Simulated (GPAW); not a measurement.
## Work function of Mg/Ti(0001) at several levels

Wanted: work functions and dipole of Mg/Ti(0001), with the cost of each level.

Method: GPAW, PAW setups; slab in vacuum, relaxation, in the first sound run; inputs show where later runs differ, in GPAW 26.7.0.

Most raw output is cut from this account.

## (1) The structure

The cell holds 5 atoms: 4 Ti and 1 Mg. Cell: a = 2.950 Å, b = 2.950 Å, c = 27.822 Å, α = 90.0°, β = 90.0°, γ = 60.0°. Vacuum lies along c.

## (2) Relaxing the atoms

The atoms are relaxed first, since the surface dipole, and with it the work function, follows the positions of the outer layers. The lowest 2 atoms are held at bulk positions and keep their forces.

File run.py:

```python
import json
import numpy as np
from ase import Atoms
from ase.constraints import FixAtoms
from ase.optimize import BFGS
from gpaw import GPAW, PW

slab = Atoms(
    ['Ti', 'Ti', 'Ti', 'Ti', 'Mg'],
    positions=[
        [2.95000, 1.70318, 9.00000],
        [0.00000, 0.00000, 11.34230],
        [2.95000, 1.70318, 13.68460],
        [0.00000, 0.00000, 16.02690],
        [1.47500, 0.00000, 18.82210]],
    cell=[[2.95, 0.0, 0.0], [1.475, 2.55477, 0.0], [0.0, 0.0, 27.8221]],
    pbc=[True, True, False])

slab.calc = GPAW(mode=PW(400), xc='PBE', kpts={'size': (12, 12, 1), 'gamma': True},
                 occupations={'name': 'fermi-dirac', 'width': 0.1}, nbands='200%',
                 convergence={'density': 1e-05}, maxiter=200,
                 poissonsolver={'dipolelayer': 'xy'},
                 symmetry={'tolerance': 1e-3, 'extra_ids': [1, 1, 0, 0, 0]}, txt='slab.txt')
result = {}
slab.set_constraint(FixAtoms([0, 1]))
path = []
opt = BFGS(slab, maxstep=0.2)
opt.attach(lambda: path.append((slab.get_potential_energy(), slab.positions.tolist(), slab.get_forces().tolist())))
result['relaxed'] = bool(opt.run(fmax=0.03, steps=40))
result['path'] = path
energy = slab.get_potential_energy()
fermi = slab.calc.get_fermi_level()
v = slab.calc.get_electrostatic_potential().mean((0, 1)) - fermi
n = slab.calc.get_pseudo_density().mean((0, 1))
L = slab.cell[2, 2]
z = np.arange(len(v)) * L / len(v)
low, high = slab.positions[:, 2].min(), slab.positions[:, 2].max()
below, above = np.interp([low - 6.8, high + 6.8], z, v)
slopes = [np.interp(x, z, np.gradient(v, z)) for x in (low - 6.8, high + 6.8)]
eps = np.array([[slab.calc.get_eigenvalues(k, s) for k in range(len(slab.calc.get_ibz_k_points()))]
                for s in range(slab.calc.get_number_of_spins())]) - fermi
top, bottom = eps[eps < 0].max(), eps[eps > 0].min()
dipole = slab.get_dipole_moment()[2]
print(f'energy {energy:.4f} eV, Fermi level {fermi:.4f} eV, dipole {dipole:.5f} e A')
print(f'potential 6.8 A off the faces, from the Fermi level: lower {below:.4f} eV, upper {above:.4f} eV')
print(f'slope of the potential there: lower {slopes[0]:.5f}, upper {slopes[1]:.5f} eV/A')
print(f'nearest levels on the mesh: {top:.4f} and {bottom:.4f} eV')
print('magnetic moment', round(slab.get_magnetic_moment(), 3))
result.update(energy=energy, fermi=fermi, dipole=dipole, below=below, above=above, slopes=slopes, edges=[top, bottom],
              z=z.tolist(), v=v.tolist(), n=n.tolist(), positions=slab.positions.tolist(),
              forces=slab.get_forces(apply_constraint=False).tolist(), moments=slab.get_magnetic_moments().tolist())
json.dump(result, open('result.json', 'w'))
```

On the command line:

```bash
$ OMP_NUM_THREADS=1 OPENBLAS_NUM_THREADS=1 python run.py
```

Elapsed: 53 min, on 1 thread of Arm Neoverse V2, shared host; peak memory 0.38 GiB.

Step by step:

| step | energy less that of the first step (eV) | largest force (eV/Å) |
| --- | --- | --- |
| 1 | 0.0000 | 0.4657 |
| 2 | -0.0045 | 0.4308 |
| 3 | -0.0319 | 0.2247 |
| 4 | -0.0329 | 0.1717 |
| 5 | -0.0336 | 0.1639 |
| 6 | -0.0400 | 0.0769 |
| 7 | -0.0402 | 0.0604 |
| 8 | -0.0405 | 0.0450 |
| 9 | -0.0410 | 0.0528 |
| 10 | -0.0426 | 0.0580 |
| 11 | -0.0443 | 0.0815 |
| 12 | -0.0448 | 0.0542 |
| 13 | -0.0449 | 0.0257 |

The atoms that moved most (Å):

| atom | dx | dy | dz | length |
| --- | --- | --- | --- | --- |
| Mg5 | 0.000 | 0.037 | -0.195 | 0.199 |
| Ti4 | 0.000 | -0.034 | -0.072 | 0.079 |
| Ti3 | 0.000 | -0.002 | 0.044 | 0.045 |

The relaxed structure:

```
Ti Mg
1.0
     2.95000    0.00000    0.00000
     1.47500    2.55477    0.00000
     0.00000    0.00000   27.82210
Ti Mg
4 1
Cartesian
  2.9500 1.7032 9.0000
  0.0000 0.0000 11.3423
  2.9500 1.7016 13.7291
  0.0000 -0.0337 15.9551
  1.4750 0.0373 18.6271
```

Numbers from this step:

```
dipole along the normal                    : 0.009139 e·Å
levels nearest the Fermi level on the mesh : -0.004872, 0.009673 eV from the Fermi level
upper work function                        : 4.201 eV
lower work function                        : 4.418 eV
```

The electrostatic potential energy of an electron (without an applied field's), less the Fermi level, planar mean oscillates, so the rows of the table below give means over windows of 2.37 Å about each position, cut where the curve ends. Its maxima inside the range that stand out by 2 % of the span (Å: eV): 10.2: -0.199, 12.6: -0.165, 14.8: -0.985, 17.3: 1.20. Its minima: 9.0: -19.6, 11.3: -19.5, 13.7: -19.4, 16.0: -19.5, 18.7: -12.1.

The electrostatic potential energy of an electron (without an applied field's), less the Fermi level, planar mean by z; means over each step:

| z (Å) | electrostatic potential energy of an electron (without an applied field's), less the Fermi level, planar mean (eV) |
| --- | --- |
| 1.19 | 4.41 |
| 3.56 | 4.42 |
| 5.93 | 4.26 |
| 8.29 | -6.63 |
| 10.67 | -8.25 |
| 13.04 | -8.13 |
| 15.41 | -8.76 |
| 17.77 | -4.13 |
| 20.14 | 1.17 |
| 22.52 | 4.18 |
| 24.89 | 4.20 |
| 27.25 | 4.21 |

The pseudo valence density, planar mean oscillates, so the rows of the table below give means over windows of 1 Å about each position, cut where the curve ends. Its maxima inside the range that stand out by 2 % of the span (Å: e/Å³): 9.1: 1.59, 11.3: 1.62, 13.8: 1.58, 15.9: 1.57, 18.5: 1.74. Its minima: 10.1: 0.193, 12.6: 0.181, 14.8: 0.212, 17.5: 0.114.

Table of pseudo valence density, planar mean by z; means over each step:

z (Å), pseudo valence density, planar mean (e/Å³) and a bar:
```
        4       0.00 
        5       0.00 
        6       0.00 
        7       0.02 
        8       0.19 #####
        9       1.17 ##############################
       10       0.28 #######
       11       0.96 #########################
       12       0.55 ##############
       13       0.48 ############
       14       1.03 ###########################
       15       0.33 #########
       16       1.16 ##############################
       17       0.20 #####
       18       0.45 ############
       19       0.81 #####################
       20       0.05 #
       21       0.01 
       22       0.00 
       23       0.00
```

The relaxation lowered the energy of the cell by 0.0449 eV (energies extrapolated to zero smearing; the optimiser's log prints free energies). The largest force left on a free atom is 0.026 eV/Å.

## (3) Plane waves, PBE

The work function is the vacuum plateau of the electrostatic potential less the Fermi level; a dipole layer lets the two faces have plateaus of their own.

This step: GPAW, PAW setups; slab in vacuum (GPAW 26.7.0).

run.py: that of step 2 with these lines changed.

```diff
@@ -3,4 +3,2 @@
 from ase import Atoms
-from ase.constraints import FixAtoms
-from ase.optimize import BFGS
 from gpaw import GPAW, PW
@@ -12,5 +10,5 @@
         [0.00000, 0.00000, 11.34230],
-        [2.95000, 1.70318, 13.68460],
-        [0.00000, 0.00000, 16.02690],
-        [1.47500, 0.00000, 18.82210]],
+        [2.95000, 1.70161, 13.72908],
+        [0.00000, -0.03366, 15.95509],
+        [1.47500, 0.03728, 18.62712]],
     cell=[[2.95, 0.0, 0.0], [1.475, 2.55477, 0.0], [0.0, 0.0, 27.8221]],
@@ -22,10 +20,4 @@
                  poissonsolver={'dipolelayer': 'xy'},
-                 symmetry={'tolerance': 1e-3, 'extra_ids': [1, 1, 0, 0, 0]}, txt='slab.txt')
+                 symmetry={'tolerance': 1e-3}, txt='slab.txt')
 result = {}
-slab.set_constraint(FixAtoms([0, 1]))
-path = []
-opt = BFGS(slab, maxstep=0.2)
-opt.attach(lambda: path.append((slab.get_potential_energy(), slab.positions.tolist(), slab.get_forces().tolist())))
-result['relaxed'] = bool(opt.run(fmax=0.03, steps=40))
-result['path'] = path
 energy = slab.get_potential_energy()
```

Wall time 5.3 min (1 thread); peak memory 0.37 GiB.

Numbers from this step:

| Item | Value |
| --- | --- |
| dipole along the normal | 0.009170 e·Å |
| levels nearest the Fermi level on the mesh | -0.004931, 0.009734 eV from the Fermi level |
| lower work function | 4.419 eV |

The electrostatic potential energy of an electron (without an applied field's), less the Fermi level, planar mean oscillates, so the rows of the table below give means over windows of 2.37 Å about each position, cut where the curve ends. Its maxima inside the range that stand out by 2 % of the span (Å: eV): 10.2: -0.199, 12.6: -0.165, 14.8: -0.985, 17.3: 1.20. Its minima: 9.0: -19.6, 11.3: -19.5, 13.7: -19.4, 16.0: -19.5, 18.7: -12.1.

The electrostatic potential energy of an electron (without an applied field's), less the Fermi level, planar mean by z; means over each step:

z (Å), electrostatic potential energy of an electron (without an applied field's), less the Fermi level, planar mean (eV) and a bar from the least value:
```
     1.19        4.4 ##############################
     3.56        4.4 ##############################
     5.93        4.3 ##############################
     8.29       -6.6 #####
    10.67       -8.3 #
    13.04       -8.1 #
    15.41       -8.8 
    17.77       -4.1 ###########
    20.14        1.2 #######################
    22.52        4.2 #############################
    24.89        4.2 ##############################
    27.25        4.2 ##############################
```

The pseudo valence density, planar mean oscillates, so the rows of the table below give means over windows of 1 Å about each position, cut where the curve ends. Its maxima inside the range that stand out by 2 % of the span (Å: e/Å³): 9.1: 1.59, 11.3: 1.62, 13.8: 1.58, 15.9: 1.57, 18.5: 1.74. Its minima: 10.1: 0.193, 12.6: 0.181, 14.8: 0.212, 17.5: 0.114.

The pseudo valence density, planar mean by z; means over each step:

z (Å), pseudo valence density, planar mean (e/Å³) and a bar:
```
        4       0.00 
        5       0.00 
        6       0.00 
        7       0.02 
        8       0.19 #####
        9       1.17 ##############################
       10       0.28 #######
       11       0.96 #########################
       12       0.55 ##############
       13       0.48 ############
       14       1.03 ###########################
       15       0.33 #########
       16       1.16 ##############################
       17       0.20 #####
       18       0.45 ############
       19       0.81 #####################
       20       0.05 #
       21       0.01 
       22       0.00 
       23       0.00
```

Force by atom:

| atom | x (eV/Å) | y (eV/Å) | z (eV/Å) | size |
| --- | --- | --- | --- | --- |
| Ti1 | 0.000 | 0.001 | 0.579 | 0.579 |
| Ti2 | 0.000 | -0.006 | -0.594 | 0.594 |
| Ti3 | 0.000 | -0.016 | 0.002 | 0.016 |
| Ti4 | 0.000 | -0.004 | 0.007 | 0.008 |
| Mg5 | 0.000 | 0.025 | 0.005 | 0.026 |

The potential is flat to 2.2e-4 eV/Å where it is read, so the vacuum is wide enough.

## (4) OptPBE vdW: xc = "optPBE-vdW"

The same geometry under optPBE-vdW, to see how far the functional moves the levels against the vacuum (the van der Waals functionals take revPBE setups).

run.py: that of step 3 with these lines changed.

```diff
@@ -16,3 +16,3 @@
 
-slab.calc = GPAW(mode=PW(400), xc='PBE', kpts={'size': (12, 12, 1), 'gamma': True},
+slab.calc = GPAW(mode=PW(400), xc='optPBE-vdW', kpts={'size': (12, 12, 1), 'gamma': True},
                  occupations={'name': 'fermi-dirac', 'width': 0.1}, nbands='200%',
```

Run time: 5.7 min. Hardware: 1 thread; peak memory 0.51 GiB.

This step gave:

```yaml
dipole_along_the_normal: 0.01130 e·Å
levels_nearest_the_fermi_level_on_the_mesh: -0.003183, 0.006641 eV from the Fermi level
upper_work_function: 4.291 eV
lower_work_function: 4.561 eV
```

The electrostatic potential energy of an electron (without an applied field's), less the Fermi level, planar mean oscillates, so the rows of the table below give means over windows of 2.37 Å about each position, cut where the curve ends. Its maxima inside the range that stand out by 2 % of the span (Å: eV): 10.2: -0.224, 12.6: -0.175, 14.8: -1.00, 17.3: 1.17. Its minima: 9.0: -19.5, 11.3: -19.4, 13.7: -19.3, 16.0: -19.3, 18.7: -12.0.

The electrostatic potential energy of an electron (without an applied field's), less the Fermi level, planar mean by z; means over each step:

z (Å), electrostatic potential energy of an electron (without an applied field's), less the Fermi level, planar mean (eV) and a bar from the least value:
```
     1.19        4.5 ##############################
     3.56        4.6 ##############################
     5.93        4.4 ##############################
     8.29       -6.6 #####
    10.67       -8.2 #
    13.04       -8.1 #
    15.41       -8.7 
    17.77       -4.1 ##########
    20.14        1.2 ######################
    22.52        4.3 #############################
    24.89        4.3 #############################
    27.25        4.3 #############################
```

The pseudo valence density, planar mean oscillates, so the rows of the table below give means over windows of 1 Å about each position, cut where the curve ends. Its maxima inside the range that stand out by 2 % of the span (Å: e/Å³): 9.1: 1.59, 11.3: 1.62, 13.8: 1.58, 15.9: 1.58, 18.5: 1.74. Its minima: 10.1: 0.190, 12.6: 0.179, 14.8: 0.209, 17.5: 0.113.

The pseudo valence density, planar mean by z; means over each step:

| z (Å) | pseudo valence density, planar mean (e/Å³) |
| --- | --- |
| 4 | 4.3e-5 |
| 5 | 3.4e-4 |
| 6 | 0.00264 |
| 7 | 0.0193 |
| 8 | 0.190 |
| 9 | 1.17 |
| 10 | 0.280 |
| 11 | 0.962 |
| 12 | 0.554 |
| 13 | 0.479 |
| 14 | 1.03 |
| 15 | 0.329 |
| 16 | 1.17 |
| 17 | 0.201 |
| 18 | 0.447 |
| 19 | 0.807 |
| 20 | 0.0448 |
| 21 | 0.00763 |
| 22 | 9.9e-4 |
| 23 | 1.3e-4 |

Force by atom:

| atom | x (eV/Å) | y (eV/Å) | z (eV/Å) | size |
| --- | --- | --- | --- | --- |
| Ti1 | 0.000 | 0.001 | 0.516 | 0.516 |
| Ti2 | 0.000 | -0.007 | -0.561 | 0.561 |
| Ti3 | 0.000 | -0.013 | -0.027 | 0.030 |
| Ti4 | 0.000 | -0.006 | 0.031 | 0.031 |
| Mg5 | 0.000 | 0.025 | 0.041 | 0.048 |

The upper face's work function is 4.291 eV, against 4.201 eV in the first plane-wave PBE run at this geometry.

## (5) Self-consistent run: xc = "vdW-DF2"

The same geometry under vdW-DF2, to see how far the functional moves the levels against the vacuum (the van der Waals functionals take revPBE setups).

run.py: that of step 4 with these lines changed.

```diff
@@ -16,3 +16,3 @@
 
-slab.calc = GPAW(mode=PW(400), xc='optPBE-vdW', kpts={'size': (12, 12, 1), 'gamma': True},
+slab.calc = GPAW(mode=PW(400), xc='vdW-DF2', kpts={'size': (12, 12, 1), 'gamma': True},
                  occupations={'name': 'fermi-dirac', 'width': 0.1}, nbands='200%',
```

Run time: 6 min. Hardware: 1 thread; peak memory 0.52 GiB.

Numbers from this step:

| Quantity | Value |
| --- | --- |
| dipole along the normal | 0.01370 e·Å |
| levels nearest the Fermi level on the mesh | -0.01384, 0.008196 eV from the Fermi level |
| upper work function | 4.299 eV |
| lower work function | 4.626 eV |

The upper face's work function is 4.299 eV, against 4.201 eV in the first plane-wave PBE run at this geometry.

## (6) Self-consistent run: xc = "RPBE"

The same geometry under RPBE, to see how far the functional moves the levels against the vacuum.

run.py: that of step 5 with these lines changed.

```diff
@@ -16,3 +16,3 @@
 
-slab.calc = GPAW(mode=PW(400), xc='vdW-DF2', kpts={'size': (12, 12, 1), 'gamma': True},
+slab.calc = GPAW(mode=PW(400), xc='RPBE', kpts={'size': (12, 12, 1), 'gamma': True},
                  occupations={'name': 'fermi-dirac', 'width': 0.1}, nbands='200%',
```

Run time: 5.6 min. Hardware: 1 thread; peak memory 0.39 GiB.

This step gave:

```
dipole along the normal                    : 0.007117 e·Å
levels nearest the Fermi level on the mesh : -0.02482, 0.001007 eV from the Fermi level
upper work function                        : 4.140 eV
lower work function                        : 4.309 eV
```

The electrostatic potential energy of an electron (without an applied field's), less the Fermi level, planar mean oscillates, so the rows of the table below give means over windows of 2.37 Å about each position, cut where the curve ends. Its maxima inside the range that stand out by 2 % of the span (Å: eV): 10.2: -0.304, 12.6: -0.276, 14.8: -1.09, 17.3: 1.11. Its minima: 9.0: -19.7, 11.3: -19.6, 13.7: -19.5, 16.0: -19.6, 18.7: -12.2.

Electrostatic potential energy of an electron (without an applied field's), less the Fermi level, planar mean against z; means over each step:

| z (Å) | electrostatic potential energy of an electron (without an applied field's), less the Fermi level, planar mean (eV) |
| --- | --- |
| 1.19 | 4.30 |
| 3.56 | 4.31 |
| 5.93 | 4.15 |
| 8.29 | -6.74 |
| 10.67 | -8.36 |
| 13.04 | -8.24 |
| 15.41 | -8.87 |
| 17.77 | -4.23 |
| 20.14 | 1.10 |
| 22.52 | 4.12 |
| 24.89 | 4.14 |
| 27.25 | 4.15 |

The upper face's work function is 4.140 eV, against 4.201 eV in the first plane-wave PBE run at this geometry.

## (7) Self-consistent run: xc = "revPBE"

The same geometry under revPBE, to see how far the functional moves the levels against the vacuum.

run.py: that of step 6 with these lines changed.

```diff
@@ -16,3 +16,3 @@
 
-slab.calc = GPAW(mode=PW(400), xc='RPBE', kpts={'size': (12, 12, 1), 'gamma': True},
+slab.calc = GPAW(mode=PW(400), xc='revPBE', kpts={'size': (12, 12, 1), 'gamma': True},
                  occupations={'name': 'fermi-dirac', 'width': 0.1}, nbands='200%',
```

The job ended after 5.3 min (1 thread; peak memory 0.39 GiB).

Numbers from this step:

| Item | Value |
| --- | --- |
| dipole along the normal | 0.007484 e·Å |
| levels nearest the Fermi level on the mesh | -2.82e-5, 0.009430 eV from the Fermi level |
| upper work function | 4.141 eV |
| lower work function | 4.319 eV |

The electrostatic potential energy of an electron (without an applied field's), less the Fermi level, planar mean oscillates, so the rows of the table below give means over windows of 2.37 Å about each position, cut where the curve ends. Its maxima inside the range that stand out by 2 % of the span (Å: eV): 10.2: -0.276, 12.6: -0.246, 14.8: -1.06, 17.3: 1.13. Its minima: 9.0: -19.7, 11.3: -19.6, 13.7: -19.5, 16.0: -19.5, 18.7: -12.1.

The electrostatic potential energy of an electron (without an applied field's), less the Fermi level, planar mean by z; means over each step:

z (Å), electrostatic potential energy of an electron (without an applied field's), less the Fermi level, planar mean (eV) and a bar from the least value:
```
     1.19        4.3 ##############################
     3.56        4.3 ##############################
     5.93        4.2 ##############################
     8.29       -6.7 #####
    10.67       -8.3 #
    13.04       -8.2 #
    15.41       -8.8 
    17.77       -4.2 ###########
    20.14        1.1 #######################
    22.52        4.1 ##############################
    24.89        4.1 ##############################
    27.25        4.1 ##############################
```

The upper face's work function is 4.141 eV, against 4.201 eV in the first plane-wave PBE run at this geometry.

## (8) Self-consistent run: xc = "LDA"

The same geometry under LDA, to see how far the functional moves the levels against the vacuum.

run.py: that of step 7 with these lines changed.

```diff
@@ -16,3 +16,3 @@
 
-slab.calc = GPAW(mode=PW(400), xc='revPBE', kpts={'size': (12, 12, 1), 'gamma': True},
+slab.calc = GPAW(mode=PW(400), xc='LDA', kpts={'size': (12, 12, 1), 'gamma': True},
                  occupations={'name': 'fermi-dirac', 'width': 0.1}, nbands='200%',
```

The job ended after 4.8 min (1 thread; peak memory 0.38 GiB).

Numbers from this step:

```yaml
dipole_along_the_normal: 0.01172 e·Å
levels_nearest_the_fermi_level_on_the_mesh: -0.01778, 0.009181 eV from the Fermi level
upper_work_function: 4.320 eV
lower_work_function: 4.599 eV
```

The electrostatic potential energy of an electron (without an applied field's), less the Fermi level, planar mean oscillates, so the rows of the table below give means over windows of 2.37 Å about each position, cut where the curve ends. Its maxima inside the range that stand out by 2 % of the span (Å: eV): 10.2: 0.0962, 12.6: 0.138, 14.8: -0.678, 17.3: 1.42. Its minima: 9.0: -19.3, 11.3: -19.2, 13.7: -19.1, 16.0: -19.2, 18.7: -11.9.

Electrostatic potential energy of an electron (without an applied field's), less the Fermi level, planar mean against z; means over each step:

| z (Å) | electrostatic potential energy of an electron (without an applied field's), less the Fermi level, planar mean (eV) |
| --- | --- |
| 1.19 | 4.59 |
| 3.56 | 4.60 |
| 5.93 | 4.44 |
| 8.29 | -6.36 |
| 10.67 | -7.95 |
| 13.04 | -7.82 |
| 15.41 | -8.45 |
| 17.77 | -3.90 |
| 20.14 | 1.31 |
| 22.52 | 4.30 |
| 24.89 | 4.32 |
| 27.25 | 4.33 |

The upper face's work function is 4.320 eV, against 4.201 eV in the first plane-wave PBE run at this geometry.

(Part 1 of 2 ends here.)

[Logs are printed without paths, hosts, clocks, repeated set-up lines and the standing remarks that a program may print on its own settings, such as how far it seeks lower states.]

[Hosts, paths, dates, database ids (printed as entryN), source tags and the programs' standing remarks are cut or masked in the printed files.]
